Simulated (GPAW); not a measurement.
# N K-edge XANES of TaN (P-6m2), part 3 of 4

Aim: the dependence of the N K near-edge features of TaN (P-6m2) on volume.

GPAW 26.7.0; X-ray absorption from dipole matrix elements to empty bands, plane-wave PAW LDA.

So far. Step 4 (Spectrum with XCH, N atom 2): The total-energy difference is 402.92 eV. One term is added: -7.76 eV, since the hole is spin-paired here and a spin-polarised one costs that much less in the free atom (computed apart). The photon energy is then 395.16 eV. The functional leaves an error in such absolute values: in the free atom LDA prices this hole 3.5 eV below PBE (computed apart), and PBE is itself good to a few eV. Step 6 (Spectrum with XCH, N atom 2): Against the first run the r.m.s.

## 7. Reference energy of the supercell

Level of this step: plane-wave PAW DFT, LDA, self-consistent field (GPAW).

The cell changes for the next run, so it gets a reference energy of its own.

The cell differs from the one that the last finished run ended in (a 5.648 → 5.708 Å, b 5.756 → 5.817 Å, c 5.756 → 5.817 Å).

Input file scf.py:

```python
import numpy as np
from ase import Atoms
from ase.parallel import parprint, paropen
from gpaw import GPAW, PW, FermiDirac, Mixer, MixerDif, setup_paths
from gpaw.test import gen
setup_paths.insert(0, '.')
gen('N', name='nch1s', xcname='LDA', corehole=(1, 0, 0), write_xml=True)
from gpaw.mpi import world
world.barrier()

atoms = Atoms('Ta8N8',
    cell=[[0, 0, -5.70775359],
     [2.9083212, -5.03736009, 0],
     [-2.9083212, -5.03736009, 0]],
    scaled_positions=[[0.75, 0, 0],
     [0.75, 0.5, 0],
     [0.25, 0, 0],
     [0.75, 0, 0.5],
     [0.25, 0.5, 0],
     [0.75, 0.5, 0.5],
     [0.25, 0, 0.5],
     [0.25, 0.5, 0.5],
     [0, 0.16666667, 0.66666667],
     [0, 0.66666667, 0.66666667],
     [0.5, 0.16666667, 0.66666667],
     [0, 0.16666667, 0.16666667],
     [0.5, 0.66666667, 0.66666667],
     [0, 0.66666667, 0.16666667],
     [0.5, 0.16666667, 0.16666667],
     [0.5, 0.66666667, 0.16666667]],
    pbc=True)
atoms.calc = calc = GPAW(legacy_gpaw=True, mode=PW(500, force_complex_dtype=True), xc='LDA', setups={8: 'nch1s'},
    kpts={'size': (4, 5, 5), 'gamma': True}, occupations=FermiDirac(0.1),
    charge=0, mixer=Mixer(0.1, 5, 50), maxiter=150,
    convergence={'density': 0.0001, 'eigenstates': 1e-6}, txt='scf.txt')
energy = atoms.get_potential_energy() + calc.get_reference_energy()
ef = calc.get_fermi_level()
out = dict(energy=energy, fermi=ef, forces=atoms.get_forces().tolist())
parprint(f'all-electron energy {energy:.4f} eV, Fermi level {ef:.4f} eV')
ev = np.array([[calc.get_eigenvalues(k, s) for k in range(len(calc.get_ibz_k_points()))] for s in range(calc.get_number_of_spins())])
out['homo'], out['lumo'], out['counts'] = ev[ev < ef].max(), ev[ev > ef].min(), sorted(set((ev < ef).sum((0, 2)).tolist()))
out['filled'] = (ev[:, 0] < ef).sum(1).tolist()
import json
with paropen('out.json', 'w') as f:
    json.dump(out, f)
```

Started as:

```
> OMP_NUM_THREADS=1 mpirun -n 4 gpaw python scf.py
```

Numbers of over 12 decimals in the logs are rounded to 6 here.

The log of the run:

```text
Input parameters:
  convergence: {density: 0.0001,
                eigenstates: 1e-06}
  kpts: {gamma: True,
         size: (4, 5, 5)}
  maxiter: 150
  mixer: {backend: pulay,
          beta: 0.1,
          method: separate,
          nmaxold: 5,
          weight: 50}
  mode: {ecut: 500.0,
         force_complex_dtype: True,
         name: pw}
  occupations: {fixmagmom: False,
                name: fermi-dirac,
[...]
2s(2) :    -0.676924     1.071713
*s    :     0.323076
2p(3) :    -0.265967     0.952074
*p    :     0.734033
*d    :     0.000000
--------------------------------

Diagonalizing with gridspacing h=0.050

state   all-electron     PAW
-------------------------------
2s:      -0.676924    -0.677975
2p:      -0.265967    -0.268121
*d:                    0.048644
*f:                    0.076426
-------------------------------
all-electron energy -3403324.1981 eV, Fermi level 14.3380 eV
[key lines of the parts left out:]
Converged after 15 iterations.
Dipole moment: (-0.000005, 5.183786, -0.000000) |e|*Ang
Free energy:   -178.660110
Fermi level: 14.33796
```

Wall time 84 s (4 MPI ranks of Intel Xeon Platinum 8375C at 2.90GHz (Ice Lake), shared host); peak memory 0.39 GiB; 5.6 min of CPU time.

Reference energy: -3403324.198 eV with the cores included.

## 8. Spectrum with XCH, N atom 2

Shorter bonds are expected to push antibonding states and scattering resonances up, and longer ones down; the cell is scaled to test that.

Changed against the first core-hole run: volume scale from 1 to 0.97.

Input file xas.py:

```python
import numpy as np
from ase import Atoms
from ase.parallel import parprint, paropen
from gpaw import GPAW, PW, FermiDirac, Mixer, MixerDif, setup_paths
from gpaw.test import gen
setup_paths.insert(0, '.')
gen('N', name='fch1s', xcname='LDA', corehole=(1, 0, 1), write_xml=True)
from gpaw.mpi import world
world.barrier()

atoms = Atoms('Ta8N8',
    cell=[[0, 0, -5.70775359],
     [2.9083212, -5.03736009, 0],
     [-2.9083212, -5.03736009, 0]],
    scaled_positions=[[0.75, 0, 0],
     [0.75, 0.5, 0],
     [0.25, 0, 0],
     [0.75, 0, 0.5],
     [0.25, 0.5, 0],
     [0.75, 0.5, 0.5],
     [0.25, 0, 0.5],
     [0.25, 0.5, 0.5],
     [0, 0.16666667, 0.66666667],
     [0, 0.66666667, 0.66666667],
     [0.5, 0.16666667, 0.66666667],
     [0, 0.16666667, 0.16666667],
     [0.5, 0.66666667, 0.66666667],
     [0, 0.66666667, 0.16666667],
     [0.5, 0.16666667, 0.16666667],
     [0.5, 0.66666667, 0.16666667]],
    pbc=True)
atoms.calc = calc = GPAW(legacy_gpaw=True, mode=PW(500, force_complex_dtype=True), xc='LDA', setups={8: 'fch1s'},
    kpts={'size': (4, 5, 5), 'gamma': True}, occupations=FermiDirac(0.1),
    charge=-1, mixer=Mixer(0.1, 5, 50), maxiter=150,
    convergence={'density': 0.0001, 'eigenstates': 1e-6}, txt='scf.txt')
energy = atoms.get_potential_energy() + calc.get_reference_energy()
ef = calc.get_fermi_level()
out = dict(energy=energy, fermi=ef, forces=atoms.get_forces().tolist())
parprint(f'all-electron energy {energy:.4f} eV, Fermi level {ef:.4f} eV')
ev = np.array([[calc.get_eigenvalues(k, s) for k in range(len(calc.get_ibz_k_points()))] for s in range(calc.get_number_of_spins())])
out['homo'], out['lumo'], out['counts'] = ev[ev < ef].max(), ev[ev > ef].min(), sorted(set((ev < ef).sum((0, 2)).tolist()))
out['filled'] = (ev[:, 0] < ef).sum(1).tolist()

from ase.units import Ha
from gpaw.xas import dipole_matrix_elements
nb = int(calc.get_number_of_electrons() / 2) + 142
top, nb = nb, nb + 8 + nb // 12
nscf = calc.fixed_density(kpts={'size': (6, 7, 7), 'gamma': True}, nbands=nb,
    convergence={'bands': top, 'eigenstates': 5e-3}, maxiter=60, txt='nscf.txt')
cell = atoms.cell.array
ops = [cell.T @ U.T @ np.linalg.inv(cell.T) for U in nscf.wfs.kd.symmetry.op_scc]
E = np.arange(-6, 34, 0.1)
fwhm = np.interp(E, [4, 25], [0.9, 3.5])
Y, X, zero, highest = 0, 0, 1e9, 1e9
for spin in range(nscf.get_number_of_spins()):
    wfs = nscf.wfs
    mine = wfs.bd.get_slice()  # this rank's bands
    A = dipole_matrix_elements(wfs.setups[8])
    eps = np.zeros((wfs.kd.nibzkpts, nb))
    d = np.zeros((3, A.shape[1], wfs.kd.nibzkpts, nb), complex)
    for kpt in wfs.kpt_u:
        if kpt.s == spin and 8 in kpt.P_ani:
            eps[kpt.k, mine] = kpt.eps_n * Ha
            d[:, :, kpt.k, mine] = (kpt.weight * wfs.nspins / 2) ** 0.5 * np.inner(A, kpt.P_ani[8])
    world.sum(eps)
    world.sum(d)
    T = np.einsum('amkn,bmkn->abkn', d, d.conj()).real
    T = sum(np.einsum('ai,ijkn,bj->abkn', R, T, R) for R in ops) / len(ops)
    empty = eps > ef
    zero, highest = min(zero, eps[empty].min()), min(highest, eps[:, top - 1].min())
    lines = [(eps, T, empty)] if spin == 0 else lines + [(eps, T, empty)]
for eps, T, empty in lines:
    f = np.einsum('aakn->akn', T).reshape(3, -1)
    x = eps.ravel() - zero
    w = np.interp(x, E, fwhm) / 2.35482
    g = np.exp(-0.5 * ((E[:, None] - x) / w) ** 2) / (w * (2 * np.pi) ** 0.5)
    Y = Y + (f * empty.ravel()) @ g.T
    X = X + (f * ~empty.ravel()) @ g.T
out.update(E=E.round(2).tolist(), xas=Y.tolist(), xes=X.tolist(), zero=zero, valid=highest - zero, nk=len(eps), nb=nb)
for i in range(0, len(E), 10):
    parprint(f'{E[i]:7.2f}', *(f'{v:10.3e}' for v in Y[:, i]))
import json
with paropen('out.json', 'w') as f:
    json.dump(out, f)
```

Started as:

```
> OMP_NUM_THREADS=1 mpirun -n 4 gpaw python xas.py
```

The log of the run:

```text
Input parameters:
  charge: -1
  convergence: {density: 0.0001,
                eigenstates: 1e-06}
  kpts: {gamma: True,
         size: (4, 5, 5)}
  maxiter: 150
  mixer: {backend: pulay,
          beta: 0.1,
          method: separate,
          nmaxold: 5,
          weight: 50}
  mode: {ecut: 500.0,
         force_complex_dtype: True,
         name: pw}
  occupations: {fixmagmom: False,
[...]
*p    :     0.074148
*d    :     0.000000
--------------------------------

Diagonalizing with gridspacing h=0.050

state   all-electron     PAW
-------------------------------
2s:      -1.332146    -1.333594
2p:      -0.925852    -0.929974
*d:                   -0.063788
*f:                   -0.013854
-------------------------------
all-electron energy -3402921.2464 eV, Fermi level 15.2833 eV
[...]
32.00  9.375e-05  9.375e-05  9.472e-05
  33.00  9.861e-05  9.862e-05  1.019e-04
[key lines of the parts left out:]
Converged after 16 iterations.
Dipole moment: (-0.076233, 5.141604, -0.000000) |e|*Ang
Free energy:   -192.485298
Fermi level: 15.28330
```

Elapsed: 6.5 min, on 4 MPI ranks; peak memory 1.1 GiB; 26 min of CPU time.

```csv
E (eV),first run,this run
-2.0,0.00,0.00
-1.0,0.00,0.00
0.0,0.56,0.54
1.0,1.91,1.85
2.0,2.32,2.18
3.0,2.41,2.38
4.0,1.94,2.01
5.0,1.56,1.61
6.0,0.78,0.96
7.0,0.46,0.44
8.0,0.71,0.60
9.0,0.75,0.77
10.0,0.73,0.68
11.0,0.97,0.94
12.0,0.73,0.83
13.0,0.66,0.64
14.0,0.70,0.69
15.0,0.58,0.59
16.0,0.57,0.53
17.0,0.60,0.59
18.0,0.53,0.58
19.0,0.41,0.47
20.0,0.32,0.36
21.0,0.34,0.33
22.0,0.40,0.38
23.0,0.45,0.43
24.0,0.47,0.46
25.0,0.49,0.47
26.0,0.53,0.50
27.0,0.62,0.56
28.0,0.73,0.66
29.0,0.80,0.76
30.0,0.77,0.79
31.0,0.72,0.74
32.0,0.73,0.70
```

Against the first run the r.m.s. difference is 6 %. The highest intensity below 16 eV goes from 2.6 eV (2.52) to 2.7 eV (2.43).

The photon energy of the zero moves by +0.03 eV.

## 9. Supercell without a hole, the energy reference

The cell changes for the next run, so it gets a reference energy of its own.

The cell differs from the one that the last finished run ended in (a 5.708 → 5.823 Å, b 5.817 → 5.934 Å, c 5.817 → 5.934 Å).

scf.py, as its differences from that of step 7:

```diff
@@ -11,5 +11,5 @@
 atoms = Atoms('Ta8N8',
-    cell=[[0, 0, -5.70775359],
-     [2.9083212, -5.03736009, 0],
-     [-2.9083212, -5.03736009, 0]],
+    cell=[[0, 0, -5.82309282],
+     [2.967091, -5.13915236, 0],
+     [-2.967091, -5.13915236, 0]],
     scaled_positions=[[0.75, 0, 0],
```

Started as:

```
> OMP_NUM_THREADS=1 mpirun -n 4 gpaw python scf.py
```

The log of the run:

```text
Input parameters:
  convergence: {density: 0.0001,
                eigenstates: 1e-06}
  kpts: {gamma: True,
         size: (4, 5, 5)}
  maxiter: 150
  mixer: {backend: pulay,
          beta: 0.1,
          method: separate,
          nmaxold: 5,
          weight: 50}
  mode: {ecut: 500.0,
         force_complex_dtype: True,
         name: pw}
  occupations: {fixmagmom: False,
                name: fermi-dirac,
[...]
2s(2) :    -0.676924     1.071713
*s    :     0.323076
2p(3) :    -0.265967     0.952074
*p    :     0.734033
*d    :     0.000000
--------------------------------

Diagonalizing with gridspacing h=0.050

state   all-electron     PAW
-------------------------------
2s:      -0.676924    -0.677975
2p:      -0.265967    -0.268121
*d:                    0.048644
*f:                    0.076426
-------------------------------
all-electron energy -3403323.4844 eV, Fermi level 13.3533 eV
[key lines of the parts left out:]
Converged after 18 iterations.
Dipole moment: (-0.000002, 4.937723, -0.000000) |e|*Ang
Free energy:   -177.945989
Fermi level: 13.35331
```

Run time: 1.9 min. Hardware: 4 MPI ranks; peak memory 0.41 GiB; 7.8 min of CPU time.

Reference energy: -3403323.484 eV with the cores included.

## 10. Spectrum with XCH, N atom 2

Shorter bonds are expected to push antibonding states and scattering resonances up, and longer ones down; the cell is scaled to test that.

Changed against the first core-hole run: volume scale from 1 to 1.03.

xas.py, as its differences from that of step 8:

```diff
@@ -11,5 +11,5 @@
 atoms = Atoms('Ta8N8',
-    cell=[[0, 0, -5.70775359],
-     [2.9083212, -5.03736009, 0],
-     [-2.9083212, -5.03736009, 0]],
+    cell=[[0, 0, -5.82309282],
+     [2.967091, -5.13915236, 0],
+     [-2.967091, -5.13915236, 0]],
     scaled_positions=[[0.75, 0, 0],
@@ -45,3 +45,3 @@
 from gpaw.xas import dipole_matrix_elements
-nb = int(calc.get_number_of_electrons() / 2) + 142
+nb = int(calc.get_number_of_electrons() / 2) + 148
 top, nb = nb, nb + 8 + nb // 12
```

Started as:

```
> OMP_NUM_THREADS=1 mpirun -n 4 gpaw python xas.py
```

The log of the run:

```text
Input parameters:
  charge: -1
  convergence: {density: 0.0001,
                eigenstates: 1e-06}
  kpts: {gamma: True,
         size: (4, 5, 5)}
  maxiter: 150
  mixer: {backend: pulay,
          beta: 0.1,
          method: separate,
          nmaxold: 5,
          weight: 50}
  mode: {ecut: 500.0,
         force_complex_dtype: True,
         name: pw}
  occupations: {fixmagmom: False,
[...]
*p    :     0.074148
*d    :     0.000000
--------------------------------

Diagonalizing with gridspacing h=0.050

state   all-electron     PAW
-------------------------------
2s:      -1.332146    -1.333594
2p:      -0.925852    -0.929974
*d:                   -0.063788
*f:                   -0.013854
-------------------------------
all-electron energy -3402920.5950 eV, Fermi level 14.2357 eV
[...]
32.00  1.066e-04  1.066e-04  1.153e-04
  33.00  1.167e-04  1.167e-04  1.393e-04
[key lines of the parts left out:]
Converged after 17 iterations.
Dipole moment: (-0.078856, 4.886737, -0.000000) |e|*Ang
Free energy:   -191.837248
Fermi level: 14.23572
```

Run time: 7.3 min. Hardware: 4 MPI ranks; peak memory 1.1 GiB; 29 min of CPU time.

```csv
E (eV),first run,this run
-2.0,0.00,0.00
-1.0,0.00,0.00
0.0,0.56,0.58
1.0,1.91,1.98
2.0,2.32,2.48
3.0,2.41,2.42
4.0,1.94,1.91
5.0,1.56,1.47
6.0,0.78,0.64
7.0,0.46,0.52
8.0,0.71,0.80
9.0,0.75,0.69
10.0,0.73,0.82
11.0,0.97,0.92
12.0,0.73,0.66
13.0,0.66,0.69
14.0,0.70,0.69
15.0,0.58,0.58
16.0,0.57,0.60
17.0,0.60,0.59
18.0,0.53,0.48
19.0,0.41,0.35
20.0,0.32,0.30
21.0,0.34,0.35
22.0,0.40,0.42
23.0,0.45,0.46
24.0,0.47,0.49
25.0,0.49,0.52
26.0,0.53,0.58
27.0,0.62,0.69
28.0,0.73,0.79
29.0,0.80,0.80
30.0,0.77,0.75
31.0,0.72,0.74
32.0,0.73,0.82
```

Against the first run the r.m.s. difference is 6 %. The highest intensity below 16 eV goes from 2.6 eV (2.52) to 2.4 eV (2.62).

The photon energy of the zero moves by -0.03 eV.

## 11. Supercell without a hole, the energy reference

The cell changes for the next run, so it gets a reference energy of its own.

The cell differs from the one that the last finished run ended in (a 5.823 → 5.879 Å, b 5.934 → 5.991 Å, c 5.934 → 5.991 Å).

scf.py, as its differences from that of step 9:

```diff
@@ -11,5 +11,5 @@
 atoms = Atoms('Ta8N8',
-    cell=[[0, 0, -5.82309282],
-     [2.967091, -5.13915236, 0],
-     [-2.967091, -5.13915236, 0]],
+    cell=[[0, 0, -5.87908753],
+     [2.99562247, -5.18857032, 0],
+     [-2.99562247, -5.18857032, 0]],
     scaled_positions=[[0.75, 0, 0],
```

Started as:

```
> OMP_NUM_THREADS=1 mpirun -n 4 gpaw python scf.py
```

The log of the run:

```text
Input parameters:
  convergence: {density: 0.0001,
                eigenstates: 1e-06}
  kpts: {gamma: True,
         size: (4, 5, 5)}
  maxiter: 150
  mixer: {backend: pulay,
          beta: 0.1,
          method: separate,
          nmaxold: 5,
          weight: 50}
  mode: {ecut: 500.0,
         force_complex_dtype: True,
         name: pw}
  occupations: {fixmagmom: False,
                name: fermi-dirac,
[...]
2s(2) :    -0.676924     1.071713
*s    :     0.323076
2p(3) :    -0.265967     0.952074
*p    :     0.734033
*d    :     0.000000
--------------------------------

Diagonalizing with gridspacing h=0.050

state   all-electron     PAW
-------------------------------
2s:      -0.676924    -0.677975
2p:      -0.265967    -0.268121
*d:                    0.048644
*f:                    0.076426
-------------------------------
all-electron energy -3403322.6889 eV, Fermi level 12.8989 eV
[key lines of the parts left out:]
Converged after 17 iterations.
Dipole moment: (0.000000, 4.815183, -0.000000) |e|*Ang
Free energy:   -177.150669
Fermi level: 12.89891
```

It took 92 s on 4 MPI ranks; peak memory 0.42 GiB; 6.1 min of CPU time.

Reference energy: -3403322.689 eV with the cores included.

[end of part 3 of 4]

[Banner, clock and machine lines of the logs are left out without a mark of their own.]

[Logs are printed without paths, hosts, clocks, repeated set-up lines and the standing remarks that a program may print on its own settings, such as how far it seeks lower states.]

[Hosts, paths, dates, database ids (printed as entryN), source tags and the programs' standing remarks are cut or masked in the printed files.]

[Lists of maxima count a maximum above −3 eV only where it reaches 4 % of the highest in the window and stands out from its surroundings by 2 % of it (1.5 % where it reaches 55 %); shoulders and weaker maxima are passed over, and of the rest the first, up to two pre-edge ones and the few strongest are named.]
